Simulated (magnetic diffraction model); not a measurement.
**CuAg₂Cl₄ below its ordering temperature**

Space group Pbam (no. 55), a = 6.7520 Å, b = 11.7000 Å, c = 3.7900 Å.

```
site  atom       x       y    z
  4h    Ag  0.5921  0.8133  1/2
  2a    Cu       0       0    0
  4h    Cl  0.2614  0.4576  1/2
  4g    Cl  0.3839  0.7003    0
```

The compound is invented for this exercise: a known structure type with other elements, its cell scaled to their sizes and not relaxed.

Only Cu is taken to order (form factors of Cu2+); orders and moment sizes are assumed, and not adapted to the symmetry. Radiation: neutrons of λ = 1.594 Å, 1.5° to 40°; isotropic B of 0.51 Å² (Ag), 0.58 Å² (Cu) and 0.69 Å² (Cl). The intensities are simulated: I ∝ L Σ (|F_N|² + |F_M⊥|²) for unpolarised neutrons, with F_M = 2.695 fm/μB × Σ f(s) S exp(2πi Q·r) exp(−B s²) at Q = H ± k (one set where k and −k are equivalent), only the part normal to Q counting and L = 1/(sin²θ cos θ). For a modulated order the moment at position r is S exp(−2πi k·r) + c.c., with S = m/2 for a sine wave of amplitude m and S = m(u + iv)/2 for moments turning in a plane, u and v being orthogonal unit vectors in it; the phase factor of the sum at Q = H + k is then exp(2πi H·r). Form factors are spin-only for 3d ions and dipole or tabulated for f ions, scattering lengths are Sears's of 1992, and absorption is left out. A label names one of the reflections at its angle. The strongest nuclear line in the range is 100, and lines under 0.2 are left out.

Above the ordering temperature:

```
2θ (°)    index      I
 15.67  (1 1 0)   31.0
 20.77  (1 2 0)    1.1
 24.28  (0 0 1)    1.2
 27.30  (1 3 0)    4.7
 27.31  (2 0 0)    1.0
 28.45  (2 1 0)    5.6
 29.02  (0 2 1)   25.4
 29.02  (1 1 1)   42.8
 31.62  (0 4 0)   22.0
 31.63  (2 2 0)   15.7
 32.16  (1 2 1)   25.6
 34.55  (1 4 0)   88.7
 36.39  (2 3 0)    5.4
 36.85  (1 3 1)   24.5
 36.86  (2 0 1)   36.2
 37.74  (2 1 1)  100.0
```

Below it (cell unchanged):

```tsv
2θ (°)	I
9.18	1.4
14.40	0.5
15.67	31.0
20.77	1.1
20.91	0.3
21.33	0.4
23.72	0.2
24.28	1.2
27.30	4.7
27.31	1.0
28.45	5.6
28.55	0.2
29.02	25.4
29.02	42.8
31.62	22.0
31.63	15.7
32.16	25.6
34.55	88.7
36.39	5.4
36.85	24.5
36.86	36.2
37.74	100.0
```

**Question.** Find the propagation vector, then choose among these models:
A. a sine wave with moments along [010] (amplitudes given), 0.81 μB on Cu; signs + at (0, 0, 0), − at (1/2, 1/2, 0)
B. moments turning in the plane of [100] and [010], 0.81 μB on Cu; signs + at (0, 0, 0), − at (1/2, 1/2, 0)
C. a sine wave with moments along [001] (amplitudes given), 0.81 μB on Cu; signs + at (0, 0, 0), − at (1/2, 1/2, 0)
D. moments turning in the plane of [001] and [100], 0.81 μB on Cu; signs + at (0, 0, 0), − at (1/2, 1/2, 0)

The new lines index as (0 1 1/5) at 9.18°, (1 0 1/5) at 14.40°, (0 1 4/5) at 20.91° and (1 2 1/5) at 21.33°, that is as H ± k with k = (0 0 1/5). Satellites come in pairs about each point of the reciprocal lattice.

Magnetic intensity, observed (below minus above) and for each model:

| 2θ (°) | index | observed | A | B | C | D |
| --- | --- | --- | --- | --- | --- | --- |
| 9.18 | (0 1 1/5) | 1.4 | 0.3 | 1.4 | 0.8 | 1.9 |
| 21.33 | (1 2 1/5) | 0.4 | <0.2 | 0.4 | 0.3 | 0.6 |

Model B matches.

The structure used: k = (0 0 1/5), moments turning in the plane of [100] and [010], 0.81 μB on Cu; signs + at (0, 0, 0), − at (1/2, 1/2, 0).

[Logs are printed without paths, hosts, clocks, repeated set-up lines and the standing remarks that a program may print on its own settings, such as how far it seeks lower states.]
